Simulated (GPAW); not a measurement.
# Screening of a field by 1T-CrSSe monolayer

Wanted: the out-of-plane polarisability of 1T-CrSSe monolayer.

Method: GPAW, PAW setups; layer in a repeated cell with vacuum, relaxation of atoms and in-plane cell, in the first sound run; inputs show where later runs differ, in GPAW 26.7.0.

This is a report of a sequence of runs, with most program output left out.

### Step 1. The structure

The cell holds 3 atoms: 1 Se, 1 Cr and 1 S. Its edges and angles: a = 3.125 Å, b = 3.125 Å, c = 21.148 Å, α = 90.0°, β = 90.0°, γ = 120.0°. Vacuum lies along c.

### Step 2. Relaxing the atoms

Forces are removed first; all later runs use this geometry.

Contents of run.py:

```python
import json
import numpy as np
from ase import Atoms
from ase.filters import FrechetCellFilter
from ase.optimize import BFGS
from gpaw import GPAW, PW

slab = Atoms(
    ['Se', 'Cr', 'S'],
    positions=[
        [1.56250, 0.90211, 9.00000],
        [0.00000, 0.00000, 10.68838],
        [-0.00000, 1.80422, 12.14846]],
    cell=[[3.125, 0.0, 0.0], [-1.5625, 2.70633, 0.0], [0.0, 0.0, 21.1485]],
    pbc=[True, True, True],
    magmoms=[0.0, 3.0, 0.0])

slab.calc = GPAW(mode=PW(600), xc='PBE', kpts={'size': (12, 12, 1), 'gamma': True},
                 occupations={'name': 'fermi-dirac', 'width': 0.05}, nbands='160%',
                 convergence={'density': 1e-05}, maxiter=200,
                 symmetry={'tolerance': 1e-3}, txt='slab.txt')
result = {}
# The in-plane cell is free; stress needs a cell that repeats along all three vectors
path = []
opt = BFGS(FrechetCellFilter(slab, mask=[1, 1, 0, 0, 0, 1]), maxstep=0.2)
opt.attach(lambda: path.append((slab.get_potential_energy(), slab.positions.tolist(), slab.get_forces().tolist())))
result['relaxed'] = bool(opt.run(fmax=0.02, steps=45))
result['path'] = path
result['cell'] = slab.cell.tolist()
print('in-plane lattice', slab.cell.cellpar().round(4)[[0, 1, 5]])
energy = slab.get_potential_energy()
fermi = slab.calc.get_fermi_level()
v = slab.calc.get_electrostatic_potential().mean((0, 1)) - fermi
n = slab.calc.get_pseudo_density().mean((0, 1))
L = slab.cell[2, 2]
z = np.arange(len(v)) * L / len(v)
low, high = slab.positions[:, 2].min(), slab.positions[:, 2].max()
below, above = np.interp([low - 6.8, high + 6.8], z, v)
slopes = [np.interp(x, z, np.gradient(v, z)) for x in (low - 6.8, high + 6.8)]
eps = np.array([[slab.calc.get_eigenvalues(k, s) for k in range(len(slab.calc.get_ibz_k_points()))]
                for s in range(slab.calc.get_number_of_spins())]) - fermi
top, bottom = eps[eps < 0].max(), eps[eps > 0].min()
dipole = slab.get_dipole_moment()[2]
print(f'energy {energy:.4f} eV, Fermi level {fermi:.4f} eV, dipole {dipole:.5f} e A')
print(f'potential 6.8 A off the faces, from the Fermi level: lower {below:.4f} eV, upper {above:.4f} eV')
print(f'slope of the potential there: lower {slopes[0]:.5f}, upper {slopes[1]:.5f} eV/A')
print(f'nearest levels on the mesh: {top:.4f} and {bottom:.4f} eV')
print('magnetic moment', round(slab.get_magnetic_moment(), 3))
result.update(energy=energy, fermi=fermi, dipole=dipole, below=below, above=above, slopes=slopes, edges=[top, bottom],
              z=z.tolist(), v=v.tolist(), n=n.tolist(), positions=slab.positions.tolist(),
              forces=slab.get_forces(apply_constraint=False).tolist(), moments=slab.get_magnetic_moments().tolist())
json.dump(result, open('result.json', 'w'))
```

Started as:

```
OMP_NUM_THREADS=1 OPENBLAS_NUM_THREADS=1 python run.py
```

Run time: 18 min. Hardware: 1 thread of Arm Neoverse V1, shared host; peak memory 0.6 GiB.

This step gave:

| Quantity | Value |
| --- | --- |
| dipole along the normal | -0.01573 e·Å |
| levels nearest the Fermi level on the mesh | -0.01103, 0.03042 eV from the Fermi level |
| site moments | -0.1503, 2.332, -0.1129 μB |
| sum of the site moments | 2.069 μB |

The electrostatic potential energy of an electron (without an applied field's), less the Fermi level, planar mean by z:

| z (Å) | electrostatic potential energy of an electron (without an applied field's), less the Fermi level, planar mean (eV) |
| --- | --- |
| 0 | 5.71 |
| 1 | 5.69 |
| 2 | 5.68 |
| 3 | 5.67 |
| 4 | 5.65 |
| 5 | 5.64 |
| 6 | 5.62 |
| 7 | 5.52 |
| 8 | 3.73 |
| 9 | -17.5 |
| 10 | -3.45 |
| 11 | -10.1 |
| 12 | -16.2 |
| 13 | 3.93 |
| 14 | 5.73 |
| 15 | 5.79 |
| 16 | 5.78 |
| 17 | 5.76 |
| 18 | 5.75 |
| 19 | 5.74 |
| 20 | 5.72 |
| 21 | 5.71 |

The pseudo valence density, planar mean oscillates, so the rows of the table below give means over windows of 0.5 Å about each position, cut where the curve ends. Its maxima inside the range that stand out by 2 % of the span (Å: e/Å³): 8.64: 0.352, 9.52: 0.422, 10.75: 0.517, 11.63: 0.480. Its minima: 9.16: 0.209, 10.05: 0.339, 11.10: 0.458.

The pseudo valence density, planar mean by z; means over each step:

| z (Å) | pseudo valence density, planar mean (e/Å³) |
| --- | --- |
| 5.0 | 1.5e-5 |
| 5.5 | 6.3e-5 |
| 6.0 | 2.7e-4 |
| 6.5 | 0.00119 |
| 7.0 | 0.00520 |
| 7.5 | 0.0231 |
| 8.0 | 0.0996 |
| 8.5 | 0.283 |
| 9.0 | 0.274 |
| 9.5 | 0.373 |
| 10.0 | 0.357 |
| 10.5 | 0.434 |
| 11.0 | 0.481 |
| 11.5 | 0.469 |
| 12.0 | 0.392 |
| 12.5 | 0.304 |
| 13.0 | 0.113 |
| 13.5 | 0.0249 |
| 14.0 | 0.00488 |
| 14.5 | 0.00102 |
| 15.0 | 2.2e-4 |
| 15.5 | 4.7e-5 |

Site moment by atom:

| atom | site moment (μB) |
| --- | --- |
| Se1 | -0.15 |
| Cr2 | 2.33 |
| S3 | -0.11 |

The relaxation lowered the energy of the cell by 0.317 eV (energies extrapolated to zero smearing; the optimiser's log prints free energies). The largest force left on a free atom is 0.0067 eV/Å.

### Step 3. The slab's potential

The work function is the vacuum plateau of the electrostatic potential less the Fermi level; a dipole layer lets the two faces have plateaus of their own.

This step: GPAW, PAW setups; slab in vacuum (GPAW 26.7.0).

The cell differs from the one that the last finished run ended in (c 21.148 → 20.866 Å).

run.py: that of step 2 with these lines changed.

```diff
@@ -3,4 +3,2 @@
 from ase import Atoms
-from ase.filters import FrechetCellFilter
-from ase.optimize import BFGS
 from gpaw import GPAW, PW
@@ -10,22 +8,15 @@
     positions=[
-        [1.56250, 0.90211, 9.00000],
-        [0.00000, 0.00000, 10.68838],
-        [-0.00000, 1.80422, 12.14846]],
-    cell=[[3.125, 0.0, 0.0], [-1.5625, 2.70633, 0.0], [0.0, 0.0, 21.1485]],
-    pbc=[True, True, True],
+        [1.68982, 0.97562, 9.00000],
+        [0.00000, 0.00000, 10.61127],
+        [-0.00000, 1.95124, 11.86641]],
+    cell=[[3.37964, -0.0, 0.0], [-1.68982, 2.92686, 0.0], [0.0, 0.0, 20.8664]],
+    pbc=[True, True, False],
     magmoms=[0.0, 3.0, 0.0])
 
-slab.calc = GPAW(mode=PW(600), xc='PBE', kpts={'size': (12, 12, 1), 'gamma': True},
+slab.calc = GPAW(mode=PW(400), xc='PBE', kpts={'size': (12, 12, 1), 'gamma': True},
                  occupations={'name': 'fermi-dirac', 'width': 0.05}, nbands='160%',
                  convergence={'density': 1e-05}, maxiter=200,
+                 poissonsolver={'dipolelayer': 'xy'},
                  symmetry={'tolerance': 1e-3}, txt='slab.txt')
 result = {}
-# The in-plane cell is free; stress needs a cell that repeats along all three vectors
-path = []
-opt = BFGS(FrechetCellFilter(slab, mask=[1, 1, 0, 0, 0, 1]), maxstep=0.2)
-opt.attach(lambda: path.append((slab.get_potential_energy(), slab.positions.tolist(), slab.get_forces().tolist())))
-result['relaxed'] = bool(opt.run(fmax=0.02, steps=45))
-result['path'] = path
-result['cell'] = slab.cell.tolist()
-print('in-plane lattice', slab.cell.cellpar().round(4)[[0, 1, 5]])
 energy = slab.get_potential_energy()
```

It took 52 s on 1 thread; peak memory 0.24 GiB.

This step gave:

```
dipole along the normal                    : -0.01201 e·Å
levels nearest the Fermi level on the mesh : -0.01107, 0.03055 eV from the Fermi level
upper work function                        : 5.819 eV
lower work function                        : 5.597 eV
site moments                               : -0.1501, 2.330, -0.1126 μB
sum of the site moments                    : 2.067 μB
```

Table of electrostatic potential energy of an electron (without an applied field's), less the Fermi level, planar mean by z:

| z (Å) | electrostatic potential energy of an electron (without an applied field's), less the Fermi level, planar mean (eV) |
| --- | --- |
| 0.0 | 5.71 |
| 0.5 | 5.60 |
| 1.0 | 5.60 |
| 1.5 | 5.60 |
| 2.0 | 5.60 |
| 2.5 | 5.60 |
| 3.0 | 5.60 |
| 3.5 | 5.60 |
| 4.0 | 5.60 |
| 4.5 | 5.60 |
| 5.0 | 5.60 |
| 5.5 | 5.60 |
| 6.0 | 5.59 |
| 6.5 | 5.57 |
| 7.0 | 5.46 |
| 7.5 | 4.99 |
| 8.0 | 2.93 |
| 8.5 | -5.38 |
| 9.0 | -18.8 |
| 9.5 | -7.15 |
| 10.0 | -4.15 |
| 10.5 | -11.6 |
| 11.0 | -8.46 |
| 11.5 | -9.78 |
| 12.0 | -14.2 |
| 12.5 | -0.285 |
| 13.0 | 4.54 |
| 13.5 | 5.56 |
| 14.0 | 5.76 |
| 14.5 | 5.81 |
| 15.0 | 5.82 |
| 15.5 | 5.82 |
| 16.0 | 5.82 |
| 16.5 | 5.82 |
| 17.0 | 5.82 |
| 17.5 | 5.82 |
| 18.0 | 5.82 |
| 18.5 | 5.82 |
| 19.0 | 5.82 |
| 19.5 | 5.82 |
| 20.0 | 5.82 |
| 20.5 | 5.81 |

Pseudo valence density, planar mean against z:

| z (Å) | pseudo valence density, planar mean (e/Å³) |
| --- | --- |
| 0.00 | 0 |
| 0.64 | 0 |
| 1.06 | 0 |
| 1.70 | 0 |
| 2.13 | 0 |
| 2.77 | 6.7e-7 |
| 3.41 | -5.9e-7 |
| 3.83 | 0 |
| 4.47 | 5.5e-6 |
| 5.11 | 2.4e-5 |
| 5.54 | 8.5e-5 |
| 6.17 | 5.7e-4 |
| 6.60 | 0.00199 |
| 7.24 | 0.0135 |
| 7.88 | 0.0893 |
| 8.30 | 0.257 |
| 8.94 | 0.204 |
| 9.58 | 0.404 |
| 10.01 | 0.337 |
| 10.65 | 0.518 |
| 11.07 | 0.453 |
| 11.71 | 0.424 |
| 12.35 | 0.332 |
| 12.78 | 0.136 |
| 13.41 | 0.0191 |
| 14.05 | 0.00247 |
| 14.48 | 6.5e-4 |
| 15.12 | 8.8e-5 |
| 15.54 | 2.3e-5 |
| 16.18 | 4.9e-6 |
| 16.82 | 0 |
| 17.25 | -7.6e-7 |
| 17.89 | 8.9e-7 |
| 18.52 | -6.3e-7 |
| 18.95 | -5.4e-7 |
| 19.59 | 0 |
| 20.01 | 0 |
| 20.65 | 0 |

The potential is flat to 5.4e-5 eV/Å where it is read, so the vacuum is wide enough.

### Step 4. In a field

A uniform field along the normal polarises the slab; the atoms stay fixed, so this is the electronic response alone.

run.py: that of step 3 with these lines changed.

```diff
@@ -4,2 +4,3 @@
 from gpaw import GPAW, PW
+from gpaw.external import ConstantElectricField
 
@@ -19,2 +20,3 @@
                  poissonsolver={'dipolelayer': 'xy'},
+                 external=ConstantElectricField(-0.2, [0, 0, 1]),
                  symmetry={'tolerance': 1e-3}, txt='slab.txt')
```

Elapsed: 3.3 min, on 1 thread; peak memory 0.41 GiB.

This step gave:

- dipole along the normal: -0.06695 e·Å
- levels nearest the Fermi level on the mesh: -0.01257, 0.02858 eV from the Fermi level
- site moments: -0.1508, 2.331, -0.1117 μB
- sum of the site moments: 2.068 μB
- potential below the slab, the applied field's own ramp left out: 5.083 eV from the Fermi level
- potential above the slab, the applied field's own ramp left out: 6.308 eV from the Fermi level

Electrostatic potential energy of an electron (without an applied field's), less the Fermi level, planar mean against z:

z (Å), electrostatic potential energy of an electron (without an applied field's), less the Fermi level, planar mean (eV) and a bar from the least value:
```
      0.0        5.7 #############################
      0.5        5.1 #############################
      1.0        5.1 #############################
      1.5        5.1 #############################
      2.0        5.1 #############################
      2.5        5.1 #############################
      3.0        5.1 #############################
      3.5        5.1 #############################
      4.0        5.1 #############################
      4.5        5.1 #############################
      5.0        5.1 #############################
      5.5        5.1 #############################
      6.0        5.1 #############################
      6.5        5.1 #############################
      7.0        5.0 ############################
      7.5        4.5 ############################
      8.0        2.5 #########################
      8.5       -5.7 ################
      9.0      -19.1 
      9.5       -7.3 ##############
     10.0       -4.2 ##################
     10.5      -11.6 #########
     11.0       -8.3 #############
     11.5       -9.6 ###########
     12.0      -13.9 ######
     12.5        0.1 #######################
     13.0        5.0 ############################
     13.5        6.0 ##############################
     14.0        6.2 ##############################
     14.5        6.3 ##############################
     15.0        6.3 ##############################
     15.5        6.3 ##############################
     16.0        6.3 ##############################
     16.5        6.3 ##############################
     17.0        6.3 ##############################
     17.5        6.3 ##############################
     18.0        6.3 ##############################
     18.5        6.3 ##############################
     19.0        6.3 ##############################
     19.5        6.3 ##############################
     20.0        6.3 ##############################
     20.5        6.2 ##############################
```

The dipole is now -0.0670 e Å, against -0.012 in the run without a field.

### Step 5. In a field

run.py: that of step 4 with these lines changed.

```diff
@@ -20,3 +20,3 @@
                  poissonsolver={'dipolelayer': 'xy'},
-                 external=ConstantElectricField(-0.2, [0, 0, 1]),
+                 external=ConstantElectricField(-0.1, [0, 0, 1]),
                  symmetry={'tolerance': 1e-3}, txt='slab.txt')
```

The job ended after 3.4 min (1 thread; peak memory 0.41 GiB).

This step gave:

| Property | Result |
| --- | --- |
| dipole along the normal | -0.03955 e·Å |
| levels nearest the Fermi level on the mesh | -0.01176, 0.02937 eV from the Fermi level |
| site moments | -0.1505, 2.330, -0.1121 μB |
| potential below the slab, the applied field's own ramp left out | 5.340 eV from the Fermi level |
| potential above the slab, the applied field's own ramp left out | 6.063 eV from the Fermi level |

The electrostatic potential energy of an electron (without an applied field's), less the Fermi level, planar mean by z:

z (Å), electrostatic potential energy of an electron (without an applied field's), less the Fermi level, planar mean (eV) and a bar from the least value:
```
      0.0        5.7 ##############################
      0.5        5.3 #############################
      1.0        5.3 #############################
      1.5        5.3 #############################
      2.0        5.3 #############################
      2.5        5.3 #############################
      3.0        5.3 #############################
      3.5        5.3 #############################
      4.0        5.3 #############################
      4.5        5.3 #############################
      5.0        5.3 #############################
      5.5        5.3 #############################
      6.0        5.3 #############################
      6.5        5.3 #############################
      7.0        5.2 #############################
      7.5        4.8 ############################
      8.0        2.7 ##########################
      8.5       -5.6 ################
      9.0      -18.9 
      9.5       -7.2 ##############
     10.0       -4.2 ##################
     10.5      -11.6 #########
     11.0       -8.4 #############
     11.5       -9.7 ###########
     12.0      -14.0 ######
     12.5       -0.1 #######################
     13.0        4.8 ############################
     13.5        5.8 ##############################
     14.0        6.0 ##############################
     14.5        6.1 ##############################
     15.0        6.1 ##############################
     15.5        6.1 ##############################
     16.0        6.1 ##############################
     16.5        6.1 ##############################
     17.0        6.1 ##############################
     17.5        6.1 ##############################
     18.0        6.1 ##############################
     18.5        6.1 ##############################
     19.0        6.1 ##############################
     19.5        6.1 ##############################
     20.0        6.1 ##############################
     20.5        6.0 ##############################
```

The dipole is now -0.0396 e Å, against -0.012 in the run without a field.

### Step 6. In a field

run.py: that of step 5 with these lines changed.

```diff
@@ -20,3 +20,3 @@
                  poissonsolver={'dipolelayer': 'xy'},
-                 external=ConstantElectricField(-0.1, [0, 0, 1]),
+                 external=ConstantElectricField(-0.05, [0, 0, 1]),
                  symmetry={'tolerance': 1e-3}, txt='slab.txt')
```

The job ended after 3.3 min (1 thread; peak memory 0.41 GiB).

Table of electrostatic potential energy of an electron (without an applied field's), less the Fermi level, planar mean by z:

| z (Å) | electrostatic potential energy of an electron (without an applied field's), less the Fermi level, planar mean (eV) |
| --- | --- |
| 0 | 5.70 |
| 1 | 5.47 |
| 2 | 5.47 |
| 3 | 5.47 |
| 4 | 5.47 |
| 5 | 5.47 |
| 6 | 5.46 |
| 7 | 5.33 |
| 8 | 2.82 |
| 9 | -18.9 |
| 10 | -4.17 |
| 11 | -8.43 |
| 12 | -14.1 |
| 13 | 4.65 |
| 14 | 5.89 |
| 15 | 5.94 |
| 16 | 5.94 |
| 17 | 5.94 |
| 18 | 5.94 |
| 19 | 5.94 |
| 20 | 5.94 |

### Step 7. Field on

run.py: that of step 6 with these lines changed.

```diff
@@ -20,3 +20,3 @@
                  poissonsolver={'dipolelayer': 'xy'},
-                 external=ConstantElectricField(-0.05, [0, 0, 1]),
+                 external=ConstantElectricField(0.05, [0, 0, 1]),
                  symmetry={'tolerance': 1e-3}, txt='slab.txt')
```

Elapsed: 3.4 min, on 1 thread; peak memory 0.41 GiB.

### Step 8. Field on

run.py: that of step 7 with these lines changed.

```diff
@@ -20,3 +20,3 @@
                  poissonsolver={'dipolelayer': 'xy'},
-                 external=ConstantElectricField(0.05, [0, 0, 1]),
+                 external=ConstantElectricField(0.1, [0, 0, 1]),
                  symmetry={'tolerance': 1e-3}, txt='slab.txt')
```

Elapsed: 3.3 min, on 1 thread; peak memory 0.41 GiB.

The dipole is now 0.0153 e Å, against -0.012 in the run without a field.

(Continued in part 2 of 2.)

[Logs are printed without paths, hosts, clocks, repeated set-up lines and the standing remarks that a program may print on its own settings, such as how far it seeks lower states.]

[Hosts, paths, dates, database ids (printed as entryN), source tags and the programs' standing remarks are cut or masked in the printed files.]
